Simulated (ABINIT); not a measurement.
**TiO2 (Rutile): changed settings of a GW run in ABINIT**

Aim: change inputs of a GW run on TiO2 (Rutile) and see what moves.

Calculated with ABINIT 10.8.3; LDA and many-body steps on it, plane waves.

### Step 1. The structure

Symmetry: P4_2/mnm, No. 136, tetragonal system. Conventional cell: a = 4.592 Å, b = 4.592 Å, c = 2.957 Å, α = 90.00°, β = 90.00°, γ = 90.00°. Ti has 6 O at 1.95 to 1.98 Å nearest. Nearest to O lie 3 Ti at 1.95 to 1.98 Å. Farther neighbours and most contacts between anions are not listed.

The cell and positions come from the Crystallography Open Database and are kept as given unless a step says otherwise.

### Step 2. Screening, 4×4×4 mesh, 83 bands, screening to 108.8 eV

This step: ABINIT 10.8.3; RPA screening on LDA, plane waves, norm-conserving pseudopotentials.

The RPA dielectric matrix is built and inverted for each q.

Contents of run.abi:

```
acell 3*1.0 Angstrom
rprim 
  4.592200000000 0.000000000000 0.000000000000
  0.000000000000 4.592200000000 0.000000000000
  0.000000000000 0.000000000000 2.957400000000
ntypat 2
znucl 22 8
natom 6
typat 1 1 2 2 2 2
xred 
  0.000000000000 0.000000000000 0.000000000000
  0.500000000000 0.500000000000 0.500000000000
  0.304960000000 0.304960000000 0.000000000000
  0.195040000000 0.804960000000 0.500000000000
  0.695040000000 0.695040000000 0.000000000000
  0.804960000000 0.195040000000 0.500000000000
pp_dirpath "pseudos"
pseudos "Ti.upf, O.upf"
ecut 38
ngkpt 4 4 4
nshiftk 1
shiftk 0 0 0
kptopt 1
chksymbreak 0
istwfk *1
occopt 1
irdwfk 1
optdriver 3
nband 83
ecuteps 4
inclvkb 2
awtr 1
symchi 1
indata_prefix "in"
outdata_prefix "out"
tmpdata_prefix "tmp"
```

Command:

```bash
OMP_NUM_THREADS=1 mpirun -n 4 abinit run.abi > log
```

What it wrote:

```text
.Version 10.8.3 of ABINIT. v10.8.2 released Aug 2026.

 Symmetries : space group P4_2/m n m (#136); Bravais tP (primitive tetrag.)
[... echo of the input left out ...]
== DATASET  1 ==================================================================
-   mpi_nproc: 4, omp_nthreads: 1 (-1 if OMP is not activated)

--- !DatasetInfo
iteration_state: {dtset: 1, }
dimensions: {natom: 6, nkpt: 18, mband: 83, nsppol: 1, nspinor: 1, nspden: 1, mpw: 4748, }
cutoff_energies: {ecut:  38.0, pawecutdg:  -1.0, }
electrons: {nelect:   4.80000000E+01, charge:   0.00000000E+00, occopt:   1.00000000E+00, tsmear:   1.00000000E-02, }

 SCREENING: Calculation of the susceptibility and dielectric matrices

 Based on a program developped by R.W. Godby, V. Olevano, G. Onida, and L. Reining.
 Incorporated in ABINIT by V. Olevano, G.-M. Rignanese, and M. Torrent.
.Using double precision arithmetic ; gwpc =  8

[... cell and pseudopotentials left out ...]
--------------------------------------------------------------------------------

 ==== K-mesh for the wavefunctions ====
 Number of points in the irreducible wedge :    18
[... list of points left out ...]
 Together with 16 symmetry operations and time-reversal symmetry
 yields    64 points in the full Brillouin Zone.

 ==== Q-mesh for the screening function ====
 Number of points in the irreducible wedge :    18
[... list of points left out ...]
 Together with 16 symmetry operations and time-reversal symmetry
 yields    64 points in the full Brillouin Zone.

 setmesh: FFT mesh size selected  =    32x   32x   24
          total number of points  =        24576

 vcoul_init : cutoff-mode = AUXILIARY_FUNCTION
 q-points for optical limit:   1
     1)      0.000010    0.000020    0.000030

- screening: taking advantage of time-reversal symmetry
- Maximum band index for partially occupied states nbvw = 24
- Remaining bands to be divided among processors   nbcw = 59
- Number of bands treated by each node ~14

 Number of electrons calculated from density =   48.0000; Expected =   48.0000
 average of density, n =  0.114049
 r_s =    1.2792
 omega_plasma =   32.5763 [eV]

 calculating chi0 at frequencies [eV] :
  1    0.000000E+00    0.000000E+00
  2    0.000000E+00    3.257632E+01

--------------------------------------------------------------------------------
  q-point number  1        q = ( 0.000000, 0.000000, 0.000000) [r.l.u.]
--------------------------------------------------------------------------------
[... chi0 elements left out ...]
 For q-point:  0.000010 0.000020 0.000030
  dielectric constant =   8.9497
  dielectric constant without local fields =   9.3218

  Average fulfillment of the sum rule on Im[epsilon] for q-point    1 :     46.51  [%]
[... wings left out ...]
  q-point number  2        q = ( 0.250000, 0.000000, 0.000000) [r.l.u.]
--------------------------------------------------------------------------------
[... chi0 elements left out ...]
  Average fulfillment of the sum rule on Im[epsilon] for q-point    2 :     61.84  [%]

 [... 16 further q-points ...]
```

Wall time 2.3 min (4 MPI ranks of Arm Neoverse V1, shared host); peak memory 1.7 GiB.

Numbers from this step:

| Item | Value |
| --- | --- |
| ε∞ with local fields, on this mesh, along the program's q direction | 8.950 |
| the same without local fields | 9.322 |
| plasma frequency | 32.58 eV |
| plane waves in the screening matrix | 161 |

Local fields lower ε∞ by 4 %. On a Γ-centred mesh this coarse the value itself is usually too large, while a short band sum pulls it down.

### Step 3. Base

The self-energy is evaluated for the states that the input lists, and the levels follow from it, in one-shot runs by the linearised quasiparticle equation.

This step: G0W0 on LDA, plane waves, norm-conserving pseudopotentials.

run.abi, as its differences from that of step 2:

```diff
@@ -27,8 +27,15 @@
 irdwfk 1
-optdriver 3
+optdriver 4
 nband 83
+gwcalctyp 0
+ecutsigx 38
+symsigma 1
+nkptgw 1
+kptgw 
+  0.0000000000 0.0000000000 0.0000000000
+bdgw 
+  22 26
 ecuteps 4
-inclvkb 2
-awtr 1
-symchi 1
+irdscr 1
+ppmodel 1
 indata_prefix "in"
```

What it wrote:

```text
.Version 10.8.3 of ABINIT. v10.8.2 released Aug 2026.

 Symmetries : space group P4_2/m n m (#136); Bravais tP (primitive tetrag.)
[... echo of the input left out ...]
== DATASET  1 ==================================================================
-   mpi_nproc: 4, omp_nthreads: 1 (-1 if OMP is not activated)

--- !DatasetInfo
iteration_state: {dtset: 1, }
dimensions: {natom: 6, nkpt: 18, mband: 83, nsppol: 1, nspinor: 1, nspden: 1, mpw: 4748, }
cutoff_energies: {ecut:  38.0, pawecutdg:  -1.0, }
electrons: {nelect:   4.80000000E+01, charge:   0.00000000E+00, occopt:   1.00000000E+00, tsmear:   1.00000000E-02, }

 SIGMA: Calculation of the GW corrections

 Based on a program developped by R.W. Godby, V. Olevano, G. Onida, and L. Reining.
 Incorporated in ABINIT by V. Olevano, G.-M. Rignanese, and M. Torrent.
.Using double precision arithmetic ; gwpc =  8

[... cell and pseudopotentials left out ...]
--------------------------------------------------------------------------------

 ==== K-mesh for the wavefunctions ====
 Number of points in the irreducible wedge :    18
[... list of points left out ...]
 Together with 16 symmetry operations and time-reversal symmetry
 yields    64 points in the full Brillouin Zone.

 ==== Q-mesh for screening function ====
 Number of points in the irreducible wedge :    18
[... list of points left out ...]
 Together with 16 symmetry operations and time-reversal symmetry
 yields    64 points in the full Brillouin Zone.

 vcoul_init : cutoff-mode = AUXILIARY_FUNCTION
 q-points for optical limit:   1
     1)      0.000010    0.000020    0.000030
 setmesh: FFT mesh size selected  =    50x   50x   32
          total number of points  =        80000

 Number of electrons calculated from density =   48.0000; Expected =   48.0000
 average of density, n =  0.114049
 r_s =    1.2792
 omega_plasma =   32.5763 [eV]

 === KS Band Gaps ===
  >>>> For spin  1
   Minimum direct gap =   1.8359 [eV], located at k-point      :   0.0000  0.0000  0.0000
   Fundamental gap    =   1.8359 [eV], Top of valence bands at :   0.0000  0.0000  0.0000
                                       Bottom of conduction at :   0.0000  0.0000  0.0000
 SIGMA fundamental parameters:
 PLASMON POLE MODEL  1
 number of plane-waves for SigmaX                 4679
 number of plane-waves for SigmaC and W            161
 number of plane-waves for wavefunctions          4679
 number of bands                                    83
 number of independent spin polarizations            1
 number of spinorial components                      1
 number of k-points in IBZ                          18
 number of q-points in IBZ                          18
 number of symmetry operations                      16
 number of k-points in BZ                           64
 number of q-points in BZ                           64
 number of frequencies for dSigma/dE                 9
 frequency step for dSigma/dE [eV]                0.25
 number of omega for Sigma on real axis              0
 max omega for Sigma on real axis  [eV]           0.00
 zcut for avoiding poles [eV]                     0.10

 EPSILON^-1 parameters (SCR file):
 dimension of the eps^-1 matrix on file            161
 dimension of the eps^-1 matrix used               161
 number of plane-waves for wavefunctions          4679
 number of bands                                    83
 number of q-points in IBZ                          18
 number of frequencies                               2
 number of real frequencies                          1
 number of imag frequencies                          1

 matrix elements of self-energy operator (all in [eV])

 Perturbative Calculation

--- !SelfEnergy_ee
iteration_state: {dtset: 1, }
kpoint     : [   0.000,    0.000,    0.000, ]
spin       : 1
KS_gap     :    1.836
QP_gap     :    3.473
Delta_QP_KS:    1.637
data: !SigmaeeData |
     Band     E0 <VxcDFT>   SigX SigC(E0)      Z dSigC/dE  Sig(E)    E-E0       E
       22   4.794 -20.412 -25.069   4.972   0.770  -0.299 -20.169   0.242   5.036
       23   4.794 -20.412 -25.069   4.972   0.770  -0.299 -20.169   0.242   5.036
       24   5.252 -20.169 -24.942   5.121   0.764  -0.309 -19.903   0.266   5.517
       25   7.087 -20.077 -12.040  -5.601   0.781  -0.280 -18.173   1.903   8.991
       26   7.371 -19.692 -12.025  -5.325   0.783  -0.277 -17.859   1.833   9.204

== END DATASET(S) ==============================================================
================================================================================

 -outvars: echo values of variables after computation  --------
           etotal      0.0000000000E+00
            nband          83
             nkpt          18
          spgroup         136
 [... the other variables as echoed above ...]

 Calculation completed.
```

Elapsed: 6 s, on 4 MPI ranks; peak memory 1.1 GiB; 24 s of CPU time.

Numbers from this step:

```yaml
g0w0_gap_on_the_points_computed: 3.474 eV
starting_gap_on_the_mesh: 1.836 eV
k_of_the_valence_top: 0, 0, 0
k_of_the_conduction_bottom: 0, 0, 0
z_at_the_valence_top: 0.764
z_at_the_conduction_bottom: 0.781
least_direct_g0w0_gap_on_the_computed_points: 3.474 eV
```

The gap on the mesh goes from 1.84 eV to 3.47 eV, a correction of +1.64 eV.

### Step 4. Broadening of the poles

run.abi, as its differences from that of step 3:

```diff
@@ -40,2 +40,3 @@
 ppmodel 1
+zcut 0.5 eV
 indata_prefix "in"
```

What it wrote:

```text
.Version 10.8.3 of ABINIT. v10.8.2 released Aug 2026.

 Symmetries : space group P4_2/m n m (#136); Bravais tP (primitive tetrag.)
[... echo of the input left out ...]
== DATASET  1 ==================================================================
-   mpi_nproc: 4, omp_nthreads: 1 (-1 if OMP is not activated)

--- !DatasetInfo
iteration_state: {dtset: 1, }
dimensions: {natom: 6, nkpt: 18, mband: 83, nsppol: 1, nspinor: 1, nspden: 1, mpw: 4748, }
cutoff_energies: {ecut:  38.0, pawecutdg:  -1.0, }
electrons: {nelect:   4.80000000E+01, charge:   0.00000000E+00, occopt:   1.00000000E+00, tsmear:   1.00000000E-02, }

 SIGMA: Calculation of the GW corrections

 Based on a program developped by R.W. Godby, V. Olevano, G. Onida, and L. Reining.
 Incorporated in ABINIT by V. Olevano, G.-M. Rignanese, and M. Torrent.
.Using double precision arithmetic ; gwpc =  8

[... cell and pseudopotentials left out ...]
--------------------------------------------------------------------------------

 ==== K-mesh for the wavefunctions ====
 Number of points in the irreducible wedge :    18
[... list of points left out ...]
 Together with 16 symmetry operations and time-reversal symmetry
 yields    64 points in the full Brillouin Zone.

 ==== Q-mesh for screening function ====
 Number of points in the irreducible wedge :    18
[... list of points left out ...]
 Together with 16 symmetry operations and time-reversal symmetry
 yields    64 points in the full Brillouin Zone.

 vcoul_init : cutoff-mode = AUXILIARY_FUNCTION
 q-points for optical limit:   1
     1)      0.000010    0.000020    0.000030
 setmesh: FFT mesh size selected  =    50x   50x   32
          total number of points  =        80000

 Number of electrons calculated from density =   48.0000; Expected =   48.0000
[...]
number of q-points in IBZ                          18
 number of symmetry operations                      16
 number of k-points in BZ                           64
 number of q-points in BZ                           64
 number of frequencies for dSigma/dE                 9
 frequency step for dSigma/dE [eV]                0.25
 number of omega for Sigma on real axis              0
 max omega for Sigma on real axis  [eV]           0.00
 zcut for avoiding poles [eV]                     0.50

 EPSILON^-1 parameters (SCR file):
 dimension of the eps^-1 matrix on file            161
 dimension of the eps^-1 matrix used               161
 number of plane-waves for wavefunctions          4679
 number of bands                                    83
 number of q-points in IBZ                          18
 number of frequencies                               2
 number of real frequencies                          1
 number of imag frequencies                          1

 matrix elements of self-energy operator (all in [eV])

 Perturbative Calculation

--- !SelfEnergy_ee
iteration_state: {dtset: 1, }
kpoint     : [   0.000,    0.000,    0.000, ]
spin       : 1
KS_gap     :    1.836
QP_gap     :    3.473
Delta_QP_KS:    1.637
data: !SigmaeeData |
     Band     E0 <VxcDFT>   SigX SigC(E0)      Z dSigC/dE  Sig(E)    E-E0       E
       22   4.794 -20.412 -25.069   4.972   0.770  -0.299 -20.169   0.242   5.036
       23   4.794 -20.412 -25.069   4.972   0.770  -0.299 -20.169   0.242   5.036
       24   5.252 -20.169 -24.942   5.121   0.764  -0.309 -19.903   0.266   5.517
       25   7.087 -20.077 -12.040  -5.601   0.781  -0.280 -18.173   1.903   8.991
       26   7.371 -19.692 -12.025  -5.325   0.783  -0.277 -17.859   1.833   9.204

== END DATASET(S) ==============================================================
================================================================================

 -outvars: echo values of variables after computation  --------
           etotal      0.0000000000E+00
            nband          83
             nkpt          18
          spgroup         136
 [... the other variables as echoed above ...]

 Calculation completed.
```

Elapsed: 6 s, on 4 MPI ranks; peak memory 1.1 GiB; 24 s of CPU time.

Numbers from this step:

```yaml
g0w0_gap_on_the_points_computed: 3.474 eV
starting_gap_on_the_mesh: 1.836 eV
k_of_the_valence_top: 0, 0, 0
k_of_the_conduction_bottom: 0, 0, 0
z_at_the_valence_top: 0.764
z_at_the_conduction_bottom: 0.781
least_direct_g0w0_gap_on_the_computed_points: 3.474 eV
```

Against G0W0 in ABINIT (4×4×4 mesh, 83 bands, screening to 108.8 eV, Godby-Needs plasmon pole), the gap moves by +0.000 eV.

### Step 5. Fewer bands in the self-energy

run.abi, as its differences from that of step 4:

```diff
@@ -28,3 +28,3 @@
 optdriver 4
-nband 83
+nband 30
 gwcalctyp 0
@@ -40,3 +40,2 @@
 ppmodel 1
-zcut 0.5 eV
 indata_prefix "in"
```

What it wrote:

```text
.Version 10.8.3 of ABINIT. v10.8.2 released Aug 2026.

 Symmetries : space group P4_2/m n m (#136); Bravais tP (primitive tetrag.)
[... echo of the input left out ...]
== DATASET  1 ==================================================================
-   mpi_nproc: 4, omp_nthreads: 1 (-1 if OMP is not activated)

--- !DatasetInfo
iteration_state: {dtset: 1, }
dimensions: {natom: 6, nkpt: 18, mband: 30, nsppol: 1, nspinor: 1, nspden: 1, mpw: 4748, }
cutoff_energies: {ecut:  38.0, pawecutdg:  -1.0, }
electrons: {nelect:   4.80000000E+01, charge:   0.00000000E+00, occopt:   1.00000000E+00, tsmear:   1.00000000E-02, }

 SIGMA: Calculation of the GW corrections

 Based on a program developped by R.W. Godby, V. Olevano, G. Onida, and L. Reining.
 Incorporated in ABINIT by V. Olevano, G.-M. Rignanese, and M. Torrent.
.Using double precision arithmetic ; gwpc =  8

[... cell and pseudopotentials left out ...]
--------------------------------------------------------------------------------

 ==== K-mesh for the wavefunctions ====
 Number of points in the irreducible wedge :    18
[... list of points left out ...]
 Together with 16 symmetry operations and time-reversal symmetry
 yields    64 points in the full Brillouin Zone.

 ==== Q-mesh for screening function ====
 Number of points in the irreducible wedge :    18
[... list of points left out ...]
 Together with 16 symmetry operations and time-reversal symmetry
 yields    64 points in the full Brillouin Zone.

 vcoul_init : cutoff-mode = AUXILIARY_FUNCTION
 q-points for optical limit:   1
     1)      0.000010    0.000020    0.000030
 setmesh: FFT mesh size selected  =    50x   50x   32
          total number of points  =        80000

 Number of electrons calculated from density =   48.0000; Expected =   48.0000
[...]
number of q-points in IBZ                          18
 number of symmetry operations                      16
 number of k-points in BZ                           64
 number of q-points in BZ                           64
 number of frequencies for dSigma/dE                 9
 frequency step for dSigma/dE [eV]                0.25
 number of omega for Sigma on real axis              0
 max omega for Sigma on real axis  [eV]           0.00
 zcut for avoiding poles [eV]                     0.10

 EPSILON^-1 parameters (SCR file):
 dimension of the eps^-1 matrix on file            161
 dimension of the eps^-1 matrix used               161
 number of plane-waves for wavefunctions          4679
 number of bands                                    83
 number of q-points in IBZ                          18
 number of frequencies                               2
 number of real frequencies                          1
 number of imag frequencies                          1

 matrix elements of self-energy operator (all in [eV])

 Perturbative Calculation

--- !SelfEnergy_ee
iteration_state: {dtset: 1, }
kpoint     : [   0.000,    0.000,    0.000, ]
spin       : 1
KS_gap     :    1.836
QP_gap     :    3.872
Delta_QP_KS:    2.036
data: !SigmaeeData |
     Band     E0 <VxcDFT>   SigX SigC(E0)      Z dSigC/dE  Sig(E)    E-E0       E
       22   4.794 -20.412 -25.069   6.482   0.789  -0.267 -18.971   1.440   6.234
       23   4.794 -20.412 -25.069   6.482   0.789  -0.267 -18.971   1.440   6.234
       24   5.252 -20.169 -24.942   6.306   0.778  -0.286 -18.977   1.192   6.444
       25   7.087 -20.077 -12.040  -4.030   0.806  -0.241 -16.848   3.229  10.316
       26   7.371 -19.692 -12.025  -3.886   0.804  -0.244 -16.653   3.039  10.410

== END DATASET(S) ==============================================================
================================================================================

 -outvars: echo values of variables after computation  --------
           etotal      0.0000000000E+00
            nband          30
             nkpt          18
          spgroup         136
 [... the other variables as echoed above ...]

 Calculation completed.
```

The job ended after 4.2 s (4 MPI ranks; peak memory 0.98 GiB; 16 s of CPU time).

Numbers from this step:

```yaml
g0w0_gap_on_the_points_computed: 3.872 eV
starting_gap_on_the_mesh: 1.836 eV
k_of_the_valence_top: 0, 0, 0
k_of_the_conduction_bottom: 0, 0, 0
z_at_the_valence_top: 0.778
z_at_the_conduction_bottom: 0.806
least_direct_g0w0_gap_on_the_computed_points: 3.872 eV
```

[end of part 1 of 2]

[Paths, hosts, dates, memory and timing lines, banners, echoed tables and standing remarks are left out of the program output.]

[Logs are printed without paths, hosts, clocks, repeated set-up lines and the standing remarks that a program may print on its own settings, such as how far it seeks lower states.]

[Runs of the session that timed out or met a known fault of the program may be left out.]

[Hosts, paths, dates, database ids (printed as entryN), source tags and the programs' standing remarks are cut or masked in the printed files.]

[G0W0 gaps are taken among the corrected bands and points alone; a level outside them can change the order at an edge.]

[Where Ansatz stands beside ABINIT at settings called matched, ABINIT's density can come from a denser mesh and the files from another edition; pairs whose starting gaps differed by over 0.03 eV were left out, so agreement reads better than it is.]
